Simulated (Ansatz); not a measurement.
# What PtC (model cell, started as CsCl type) distorts into

Which phase does PtC (model cell, started as CsCl type) fall into along its unstable mode, and how much energy does it gain?

Method: DFT PBEsol, scalar-relativistic, plane waves, PAW, in Ansatz 0.2.0.

The structure was built from a prototype and need not be the compound's stable phase.

### Step 1. The structure

Symmetry: Pm-3m, No. 221, cubic system. Conventional cell: a = 2.771 Å, b = 2.771 Å, c = 2.771 Å, α = 90.00°, β = 90.00°, γ = 90.00°. Nearest to Pt lie 8 C at 2.40 Å. Nearest to C lie 8 Pt at 2.40 Å. Farther neighbours are not listed.

Structure file:

```cif
data_structure
_symmetry_space_group_name_H-M 'P 1'
_symmetry_Int_Tables_number 1
_cell_length_a 2.7712
_cell_length_b 2.7712
_cell_length_c 2.7712
_cell_angle_alpha 90.000
_cell_angle_beta 90.000
_cell_angle_gamma 90.000
_cell_volume 21.28
loop_
_atom_site_label
_atom_site_type_symbol
_atom_site_fract_x
_atom_site_fract_y
_atom_site_fract_z
_atom_site_occupancy
Pt1 Pt 0.00000 0.00000 0.00000 1
C2 C 0.50000 0.50000 0.50000 1
```

### Step 2. The dispersion

The cell comes from relaxations at this level that are not shown. Stability and thermal properties need the whole zone. Linear response on a 4×4×4 q mesh gives force constants as far as a supercell of that size would.

File input.yaml:

```yaml
crystal:
  lattice:
    - [2.7712460625, 0.0, 0.0]
    - [0.0, 2.7712460625, 0.0]
    - [0.0, 0.0, 2.7712460625]
  atoms:
    - { symbol: Pt, position: [0.0, 0.0, 0.0] }
    - { symbol: C, position: [0.5, 0.5, 0.5] }
kpoints:
  mp_grid: { grid: [16, 16, 16] }
hamiltonian:
  xc: pbesol
scf:
  occupations: { method: methfessel_paxton, width: 0.15 }
output:
  eigenvalues: true
phonons:
  method: dfpt
  qmesh: [4, 4, 4]
  temperatures: { t_max: 1000, t_step: 50 }
  qpath:
    path:
      - [[0.0, 0.0, 0.0], [0.0, 0.5, 0.0], [0.5, 0.5, 0.0], [0.0, 0.0, 0.0], [0.5, 0.5, 0.5], [0.0, 0.5, 0.0]]
      - [[0.5, 0.5, 0.5], [0.5, 0.5, 0.0]]
    npoints: 10
```

Run with:

```sh
> ansatz run input.yaml --threads 4 --pin off --max-ram 7168MiB --backend cpu --events-out ev --progress --plain --runs-dir out
```

Numbers of over 12 decimals in the logs are rounded to 6 here.

What it wrote:

```text
Engine: ansatz 0.2.0, aarch64-unknown-linux-gnu
Pseudopotentials: kind: paw
Pseudopotential: Pt, paw, valence charge 18, recommended cutoff 420 eV (normal), Pt.paw.azcp
Pseudopotential: C, paw, valence charge 4, recommended cutoff 420 eV (normal), C.paw.azcp
Functional definition: PBEsol
  exchange = pbesol_x
  correlation = pbesol_c
Crystal: 2 atoms, lattice volume = 21.283 Å³
Basis set: ecut = 420 eV, 437 PW (Γ), exchange–correlation on 40×40×40 points (8 copies of the dense FFT grid, shifted against one another)
Bands: 15, of which v1, the nominal top of the filled ones, is band 11 counted from 1 (10 counted from 0)
Symmetry: 48 space group operations
k-points: 165 of 4096
Non-local potential: Pt, projectors of the file, l = 0: 3, l = 1: 2, l = 2: 2, l = 3: 1
Non-local potential: C, projectors of the file, l = 0: 2, l = 1: 2, l = 2: 1
PAW form: soft (Blöchl's): semilocal exchange-correlation on the pseudo side does not see the compensation charge
PAW frozen core: Pt, regenerated for the run's functional, and the local potential with it (the file was generated under x = pbe(κ = 0.804, μ = 0.219515), c = pbe(β = 0.066725))
PAW frozen core: C, regenerated for the run's functional, and the local potential with it (the file was generated under x = pbe(κ = 0.804, μ = 0.219515), c = pbe(β = 0.066725))
PAW one-centre angular grid: Pt, 590 points (default); XC on 64 Gauss nodes
PAW one-centre angular grid: C, 110 points (default); XC on 64 Gauss nodes
Initial density: superposition of atomic densities (neutral atoms: chi_scale 0, normalization atom), corrected by the library's trained network
Initial wavefunctions: pseudopotential atomic-orbital guess
Functional: x = pbesol(κ = 0.804, μ = 0.123457), c = pbesol(β = 0.046)
SCF iter   1: F=—  HF=-12626.658239 eV  |F-HF|=—  |Δ(HF+E_count)|=         —  Δρ=9.17e-3  dr2=9.78e-3  ethr=1.77e-3  ⟨swp⟩=4.7  Hψ=11153  notcnv=0
preconditioner: auto → none  [metal: Δε(μ)=0.004 eV  Ē_g=10.822 eV  σ=0.150 eV  W_gap=0.02  n_scr=6 (ndim 8)  ℏωp=30.1 eV  f_vac=0.000  D(μ)=1.29/eV (n_scr^D=18)  sad-step TF]
SCF iter   2: F=—  HF=-12626.656880 eV  |F-HF|=—  |Δ(HF+E_count)|=   1.36e-3  S|Δr|=    0.00e0  Δρ=5.23e-3  dr2=3.43e-3  ethr=4.44e-5  ⟨swp⟩=2.0  Hψ=4691  notcnv=0
SCF iter   3: F=—  HF=-12626.655889 eV  |F-HF|=—  |Δ(HF+E_count)|=   9.91e-4  S|Δr|=    0.00e0  Δρ=4.00e-4  dr2=2.38e-5  ethr=1.56e-5  ⟨swp⟩=2.0  Hψ=3530  notcnv=0
SCF iter   4: F=—  HF=-12626.655883 eV  |F-HF|=—  |Δ(HF+E_count)|=   6.31e-6  S|Δr|=    0.00e0  Δρ=8.14e-5  dr2=1.02e-6  ethr=1.08e-7  ⟨swp⟩=2.1  Hψ=3667  notcnv=0
SCF iter   5: F=—  HF=-12626.655883 eV  |F-HF|=—  |Δ(HF+E_count)|=   1.86e-7  S|Δr|=    0.00e0  Δρ=8.38e-6  dr2=7.12e-9  ethr=4.64e-9  ⟨swp⟩=2.0  Hψ=3982  notcnv=0
SCF iter   6: F=—  HF=-12626.655883 eV  |F-HF|=—  |Δ(HF+E_count)|=  5.66e-10  S|Δr|=    0.00e0  Δρ=7.06e-7  dr2=7.38e-11  ethr=3.24e-11  ⟨swp⟩=2.3  Hψ=4342  notcnv=0
SCF iter   7: F=-12626.655883 eV  HF=-12626.655883 eV  |F-HF|=3.64e-12  |Δ(HF+E_count)|=  9.09e-12  S|Δr|=    0.00e0  Δρ=4.17e-8  dr2=2.00e-13  ethr=1.00e-12  ⟨swp⟩=5.2  Hψ=9870  notcnv=0
SCF 1 converged in 7 iterations: F = -12626.655883 eV  dr2 = 2.00e-13
  greatest PAW one-centre occupation: 1.000 electrons in one spin orbital (limit 2), on the Pt atom at site 0 (counted from 0), in its partial waves of l = 0
Initial density: read from a saved state, or passed on in memory by an earlier SCF of this step, an earlier step, the calling program or the single point that the run made first
iter 1 solved again at ethr=6.14e-9 eV; its pass at ethr=3.10e-3 eV (dr2=1.35e-6 eV) is discarded
SCF iter   1: F=—  HF=-12626.655883 eV  |F-HF|=—  |Δ(HF+E_count)|=         —  Δρ=3.95e-7  dr2=4.83e-11  ethr=6.14e-9  ⟨swp⟩=3.3  Hψ=18875  notcnv=0
preconditioner: auto → none  [metal: Δε(μ)=0.001 eV  Ē_g=10.812 eV  σ=0.150 eV  W_gap=0.01  n_scr=6 (ndim 8)  ℏωp=30.1 eV  f_vac=0.000  D(μ)=1.27/eV (n_scr^D=18)]
SCF iter   2: F=—  HF=-12626.655883 eV  |F-HF|=—  |Δ(HF+E_count)|=   1.32e-8  S|Δr|=    0.00e0  Δρ=2.30e-7  dr2=1.62e-11  ethr=1.00e-12  ⟨swp⟩=2.7  Hψ=4595  notcnv=0
SCF iter   3: F=-12626.655883 eV  HF=-12626.655883 eV  |F-HF|=1.27e-11  |Δ(HF+E_count)|=  3.64e-12  S|Δr|=    0.00e0  Δρ=1.48e-7  dr2=6.75e-12  ethr=1.00e-12  ⟨swp⟩=2.9  Hψ=5730  notcnv=0
SCF 2 converged in 3 iterations: F = -12626.655883 eV  dr2 = 6.75e-12
phonons: the bands overlap, so this run is a metal and interpolates without the dipole-dipole term. If the crystal is really an insulator or semiconductor, its LO-TO splitting is missing
NSCF: frozen V_eff on 165 k-points
WARN: eigensolver did not converge in 2 slots of this pass, the one above among them; of largest residual over every band (k=9): 1 band(s) unlocked (lowest unlocked band 14, counted from 0; max residual 2.71e-6 eV among the unlocked bands, 2.71e-6 eV over every band); of lowest unlocked band (k=1): band 14
NSCF: frozen V_eff on 405 k-points
DFPT response loops at q = (0, 0, 0) (fractional): preconditioner auto → Kerker (q_TF=auto, 2.743 Å⁻¹) (partly filled bands, converged f_vac=0.000); β = 1.00, the filter's whole step (`scf.mixing.beta` (0.50) is not read by the response loops under this deck's `scf.mixing.preconditioner`; to damp them name `kerker` or `kerker_dos`, under which they read `scf.mixing.beta`, and type it under 1.00, their step now; both keys bind the ground state too); Broyden in place of MSR1
NSCF: frozen V_eff on 2592 k-points
DFPT response loops at q = (0, 0, 0.25) (fractional): mixed as the last ones told, above
NSCF: frozen V_eff on 1458 k-points
DFPT response loops at q = (0, 0, -0.5) (fractional): mixed as the last ones told, above
NSCF: frozen V_eff on 4608 k-points
DFPT response loops at q = (0, 0.25, 0.25) (fractional): mixed as the last ones told, above
NSCF: frozen V_eff on 2592 k-points
DFPT response loops at q = (0, 0.25, -0.5) (fractional): mixed as the last ones told, above
NSCF: frozen V_eff on 1458 k-points
DFPT response loops at q = (0, -0.5, -0.5) (fractional): mixed as the last ones told, above
NSCF: frozen V_eff on 4352 k-points
DFPT response loops at q = (0.25, 0.25, 0.25) (fractional): mixed as the last ones told, above
NSCF: frozen V_eff on 4608 k-points
DFPT response loops at q = (0.25, 0.25, -0.5) (fractional): mixed as the last ones told, above
NSCF: frozen V_eff on 2592 k-points
DFPT response loops at q = (0.25, -0.5, -0.5) (fractional): mixed as the last ones told, above
NSCF: frozen V_eff on 810 k-points
DFPT response loops at q = (-0.5, -0.5, -0.5) (fractional): mixed as the last ones told, above
SCF converged after 7 iterations
Stability not checked: this state was not tested for a lower state beside it, because cold or Methfessel-Paxton smearing, or corrected tetrahedra, fill the levels in a way that the test cannot read (fill_not_monotonic; see scf.lower_state_search)
Free energy (F): -12626.655883 eV
Harris-Foulkes:  -12626.655883 eV  (|F-HF|=3.64e-12)
Internal energy: -12626.657855 eV  (E = F + TS)
E sigma→0 (E₀):  -12626.656376 eV
Entropy (-TS):   0.001972 eV (0.986 meV/atom)
Fermi energy:    20.635853 eV
--- Per-component energies (eV) ---
  E_band       = -138.714589
  E_kinetic    = 718.792730
  E_local      = -1674.354255  (includes V_loc(G=0)·N_el)
  E_nonlocal   = 231.116714
  E_hartree    = 620.711833
  E_xc         = -306.713284
  E_vxc        = -360.016452  (∫ρ·V_xc dr)
  E_paw        = -9410.215440  (= ΣΔE_a)
  E_vpaw       = -295.677163  (= ΣTr[D̂ρ^β])
  E_aug_tail   = 0.000150  (compensation charges beyond the density's cutoff)
  E_ewald      = -2806.304384
  E_core_change = 0.308082  (= ΣΔE_core)
  E_smearing   = 0.001972  (= −TS)
  E_closure    = 0.000000  (closes the sum)
  Σ components = -12626.655883   (vs F -12626.655883, Δ=0.00e0)
--- Band table (eV; the first three rows and the last of 165) ---
  k-point 0: bands = [... 7 lower, 18.7888, 18.7888, 18.7888, 20.4175, 20.4175, 20.4175, 25.0119, 36.4094]
  k-point 1: bands = [... 7 lower, 18.4820, 18.4820, 18.7974, 20.1515, 20.7525, 20.7525, 25.2698, 36.0872]
  k-point 2: bands = [... 7 lower, 17.8992, 17.8992, 18.8220, 19.5781, 21.4195, 21.4195, 25.8621, 35.2988]
  k-point 164: bands = [... 7 lower, 12.6434, 20.4878, 20.4878, 24.6858, 24.6858, 24.6858, 26.0479, 26.0479]
--- Phonons (Γ-DFPT): 2 representative perturbations + reference (Σ response iterations 7) ---
  ASR residual: 3.272e-5 → 0.000e0 eV/Å²; symmetrization residual: 1.113e-6 eV/Å²
  ASR residual per site (eV/Å²): 3.27e-5 3.09e-6
  Γ frequencies (cm⁻¹): -273.79 -273.79 -273.79 0.00 0.00 0.00
--- Phonons (arbitrary-q DFPT): 10 irreducible q on the 4×4×4 mesh ---
  q = [0.0000, 0.0000, 0.0000] (star 1, of the zone-centre solve; hermiticity 7.13e-7, symmetrization 1.59e-12): -273.79 -273.79 -273.79 -0.00 -0.00 0.00
  q = [0.0000, 0.0000, 0.2500] (star 6, 4 solved perturbations in 4032 linear systems a pass and spin channel, the states on 1296 of 4096 k-point pairs; hermiticity 1.37e-7, symmetrization 2.30e-12): -255.99 -255.99 -111.47 12.63 12.63 160.95
  q = [0.0000, 0.0000, -0.5000] (star 3, 4 solved perturbations in 2268 linear systems a pass and spin channel, the states on 729 of 4096 k-point pairs; hermiticity 6.04e-9, symmetrization 3.31e-9): -244.11 -244.11 29.80 29.80 147.16 343.50
  q = [0.0000, 0.2500, 0.2500] (star 12, 4 solved perturbations in 7056 linear systems a pass and spin channel, the states on 2304 of 4096 k-point pairs; hermiticity 3.72e-7, symmetrization 1.19e-13): -246.49 -198.57 -107.03 -17.81 91.47 158.33
  q = [0.0000, 0.2500, -0.5000] (star 12, 6 solved perturbations on 1296 of 4096 k-point pairs; hermiticity 3.75e-7, symmetrization 2.54e-8): -260.52 -203.91 -9.64 82.76 136.97 229.58
  q = [0.0000, -0.5000, -0.5000] (star 3, 4 solved perturbations in 2268 linear systems a pass and spin channel, the states on 729 of 4096 k-point pairs; hermiticity 7.97e-7, symmetrization 6.50e-13): -278.21 -52.11 -13.74 -13.74 141.18 141.18
  q = [0.2500, 0.2500, 0.2500] (star 8, 2 solved perturbations on 2176 of 4096 k-point pairs; hermiticity 2.01e-7, symmetrization 1.68e-12): -177.00 -177.00 -132.36 75.95 75.95 112.60
  q = [0.2500, 0.2500, -0.5000] (star 12, 4 solved perturbations in 7056 linear systems a pass and spin channel, the states on 2304 of 4096 k-point pairs; hermiticity 1.66e-7, symmetrization 3.54e-9): -216.06 -172.83 64.28 68.04 126.70 204.28
  q = [0.2500, -0.5000, -0.5000] (star 6, 4 solved perturbations in 4032 linear systems a pass and spin channel, the states on 1296 of 4096 k-point pairs; hermiticity 3.98e-7, symmetrization 1.03e-9): -260.38 -185.80 -185.80 79.89 130.35 130.35
  q = [-0.5000, -0.5000, -0.5000] (star 1, 2 solved perturbations on 405 of 4096 k-point pairs; hermiticity 4.34e-10, symmetrization 2.17e-10): -70.57 -70.57 -70.57 147.82 147.82 147.82
  sum rule: each row above includes the acoustic sum rule's correction from the zone centre's row sums; it moved no ω² by more than (0.26 cm⁻¹)²
  mesh force constants: q→R imaginary residual 1.39e-18; ASR residual 3.272e-5 → 0.000e0 eV/Å²; symmetrization residual 5.329e-15 eV/Å²
  interpolated dispersion: 62 rows × 6 modes
  density of states and harmonic sums: on the 24×24×24 q-mesh, interpolated from the force constants of a 4×4×4 supercell (no non-analytic term)
  largest difference from the sums on the solved wave vectors: F 1.10e-1 eV, S 1.43e-4 and C_V 3.58e-5 eV/K
  zero-point energy: 0.021629 eV/cell   skipped modes (ω ≤ 0): 1248, of them read as no rigid motion or as one in doubt: 1245 (2.656e0 modes/cell left out, lowest -283.02 cm⁻¹)   left out of the sums: 4.43e-1 of the cell's modes: C_V's classical limit lies that fraction below 3 k_B per atom; for a crystal, a wire or a layer, F and S can be off by more, and a phonons.interpolated_qmesh denser along its periods is the remedy for the sampling
```

Wall time 3.9 min (4 threads of Arm Neoverse V2, shared host); peak memory 2 GiB; 15 min of CPU time.

In the SCF lines HF is the Harris–Foulkes energy and dr2 the Hartree energy of the density residual, in eV; the loop may stop once dr2 is under the threshold and the program's other checks hold. Hψ counts applications of the Hamiltonian.

This step gave:

| Property | Result |
| --- | --- |
| volume per atom | 10.64 Å³ |
| gap on the k-mesh | 0 eV |
| sum-rule residual before enforcement | 3.27e-5 eV/Å² |
| lowest frequency on the path | -282.6 cm⁻¹ |
| point group | m-3m |
| highest frequency on the path or at a solved wavevector | 343.5 cm⁻¹ |
| highest optical mode at the zone centre (no LO-TO term) | -273.8 cm⁻¹ |
| lowest optical zone-centre mode | -273.8 cm⁻¹ |
| lowest mode on the q mesh (acoustic modes at Γ apart) | -278.2 cm⁻¹ |

Frequencies (cm⁻¹) solved at each irreducible wavevector; negative means imaginary. Frequencies by wavevector, by row:

```csv
q in reciprocal lattice units,star,mode 1,mode 2,mode 3,mode 4,mode 5,mode 6
0 0 0,1,-273.8,-273.8,-273.8,0,0,0
0 0 0.25,6,-256,-256,-111.5,12.6,12.6,160.9
0 0 -0.5,3,-244.1,-244.1,29.8,29.8,147.2,343.5
0 0.25 0.25,12,-246.5,-198.6,-107,-17.8,91.5,158.3
0 0.25 -0.5,12,-260.5,-203.9,-9.6,82.8,137,229.6
0 -0.5 -0.5,3,-278.2,-52.1,-13.7,-13.7,141.2,141.2
0.25 0.25 0.25,8,-177,-177,-132.4,76,76,112.6
0.25 0.25 -0.5,12,-216.1,-172.8,64.3,68,126.7,204.3
0.25 -0.5 -0.5,6,-260.4,-185.8,-185.8,79.9,130.3,130.3
-0.5 -0.5 -0.5,1,-70.6,-70.6,-70.6,147.8,147.8,147.8
```

Interpolated from a 4×4×4 q mesh. The phonon branches at the labelled points (cm⁻¹):

```csv
point,branch 1,branch 2,branch 3,branch 4,branch 5,branch 6
Γ,-274,-274,-274,0,0,0
halfway,-256,-256,-112,13,13,161
X,-244,-244,30,30,147,344
halfway,-260,-204,-10,83,137,230
M,-278,-52,-14,-14,141,141
halfway,-246,-199,-107,-18,92,158
Γ,-274,-274,-274,0,0,0
halfway,-177,-177,-132,76,76,113
R,-71,-71,-71,148,148,148
halfway,-216,-173,64,68,127,204
X,-244,-244,30,30,147,344
jump to R,-71,-71,-71,148,148,148
halfway,-260,-186,-186,80,130,130
M,-278,-52,-14,-14,141,141
```

The phonon branches as a text plot (rows in cm⁻¹):

```
    330 |      ***                                      **
    304 |         *                                    *
    278 |     *    *                                  *
    252 |                                            *
    226 |    *
    200 |           *                               *
    174 |            *     **
    148 |   *  *****  *** *  **              *****    *******   *
    122 |     *     *** *****        ****  **    *****     * ***
     96 |  *        **   *   * *         ***       *        *
     70 | *       **  *   *   * *   *  **           *        *
     43 |    *   *      *      *** ****            * ****
     17 |*  ********             * *                     *    *
     -9 |***           *   ********
    -35 |           ***  **                                    **
    -61 |              **  **                 **                *
    -87 |             *  *                                *    *
   -113 |   *                *               *  * *
   -139 |            *    *   *         **** *   *            *
   -165 |           *      **          **  **    ****      *
   -191 |                    * *     **              *     ***
   -217 |  *       *          *     *  *          *****
   -243 | * ********       ******    **               ****  *
   -270 |***        *******    ******                        ****
         Γ      X      M          Γ            R        X|R     M
```

Symmetry leaves 10 wavevectors to solve. The lowest mode among them, the acoustic zeros apart, lies at q = (0, -0.5, -0.5) and is imaginary, 278.2i cm⁻¹, so the energy falls along it. Between them the interpolated path dips to 283i cm⁻¹.

### Step 3. The mode frozen in, largest atomic shift 0 Å

The mode followed lies at Γ with frequency 273.8i cm⁻¹ and is 3-fold degenerate, one of the unstable modes though not the softest. At small amplitude the distorted cell has space group no. 99 by a symmetry search on the positions. The undistorted cell that holds it gives the zero of energy on the same k mesh.

input.yaml, the sections that differ from step 2:

```yaml
output:
  forces: true
  stress: true
  eigenvalues: true
# crystal, kpoints, hamiltonian, scf: as in step 2
# phonons: removed
```

What it wrote:

```text
[...]
Crystal: 2 atoms, lattice volume = 21.283 Å³
Basis set: ecut = 420 eV, 437 PW (Γ), exchange–correlation on 40×40×40 points (8 copies of the dense FFT grid, shifted against one another)
Bands: 15, of which v1, the nominal top of the filled ones, is band 11 counted from 1 (10 counted from 0)
Symmetry: 48 space group operations
[...]
k-points: 165 of 4096
[...]
--- Band table (eV; the first three rows and the last of 165) ---
  k-point 0: bands = [... 7 lower, 18.7888, 18.7888, 18.7888, 20.4176, 20.4176, 20.4176, 25.0119, 36.4094]
  k-point 1: bands = [... 7 lower, 18.4820, 18.4820, 18.7974, 20.1516, 20.7525, 20.7525, 25.2698, 36.0872]
  k-point 2: bands = [... 7 lower, 17.8991, 17.8991, 18.8220, 19.5782, 21.4195, 21.4195, 25.8621, 35.2988]
  k-point 164: bands = [... 7 lower, 12.6435, 20.4877, 20.4877, 24.6858, 24.6858, 24.6858, 26.0479, 26.0479]
[key lines of the parts left out:]
SCF converged after 5 iterations
Free energy (F): -12626.655883 eV
Fermi energy:    20.635847 eV
P = ⅓ Tr σ = -0.0001 GPa (-0.001 kbar)
```

The job ended after 0.69 s (4 threads; peak memory 0.32 GiB; 2.1 s of CPU time).

This step gave:

- pressure: -6.91e-5 GPa
- energy from the undistorted cell: 0 meV/atom

The run ends at a pressure of 0.00 GPa.

### Step 4. The mode frozen in, largest atomic shift 0.6 Å

The atoms are moved along the unstable eigenvector, the largest shift by 0.6 Å, with the cell fixed.

input.yaml, the sections that differ from step 3:

```yaml
crystal:
  lattice:
    - [2.7712460625, 0.0, 0.0]
    - [0.0, 2.7712460625, 0.0]
    - [0.0, 0.0, 2.7712460625]
  atoms:
    - { symbol: Pt, position: [0.0, -0.0133301083, 0.0] }
    - { symbol: C, position: [0.5, 0.7165091033, 0.5] }
# kpoints, hamiltonian, scf, output: as in step 3
```

What it wrote:

```text
[...]
Crystal: 2 atoms, lattice volume = 21.283 Å³
Basis set: ecut = 420 eV, 437 PW (Γ), exchange–correlation on 40×40×40 points (8 copies of the dense FFT grid, shifted against one another)
Bands: 15, of which v1, the nominal top of the filled ones, is band 11 counted from 1 (10 counted from 0)
Symmetry: 8 space group operations
[...]
k-points: 405 of 4096 (time reversal used)
[...]
--- Band table (eV; the first three rows and the last of 405) ---
  k-point 0: bands = [... 7 lower, 17.4542, 17.4542, 17.9274, 21.3300, 21.3300, 22.9558, 25.2324, 32.0359]
  k-point 1: bands = [... 7 lower, 17.0935, 17.3592, 18.0916, 21.0985, 21.5968, 22.9765, 25.3748, 32.2521]
  k-point 2: bands = [... 7 lower, 16.4595, 17.1399, 18.2597, 20.5556, 22.2670, 22.9392, 25.7723, 32.8041]
  k-point 404: bands = [... 7 lower, 15.9683, 20.0117, 20.1777, 21.0113, 21.0113, 25.3482, 26.6982, 30.5464]
[key lines of the parts left out:]
SCF converged after 6 iterations
Free energy (F): -12626.803856 eV
Fermi energy:    20.855345 eV
P = ⅓ Tr σ = 25.5914 GPa (255.914 kbar)
```

Wall time 2.2 s (4 threads); peak memory 0.43 GiB.

Numbers from this step:

* pressure: 25.59 GPa
* energy from the undistorted cell: -73.73 meV/atom

The energy, extrapolated to zero smearing, is -73.73 meV/atom against the undistorted cell.

The run ends at a pressure of 25.59 GPa, with forces up to 0.13 eV/Å.

(Continued in part 2 of 3.)

[Logs are printed without paths, hosts, clocks, repeated set-up lines and the standing remarks that a program may print on its own settings, such as how far it seeks lower states.]

[Hosts, paths, dates, database ids (printed as entryN), source tags and the programs' standing remarks are cut or masked in the printed files.]
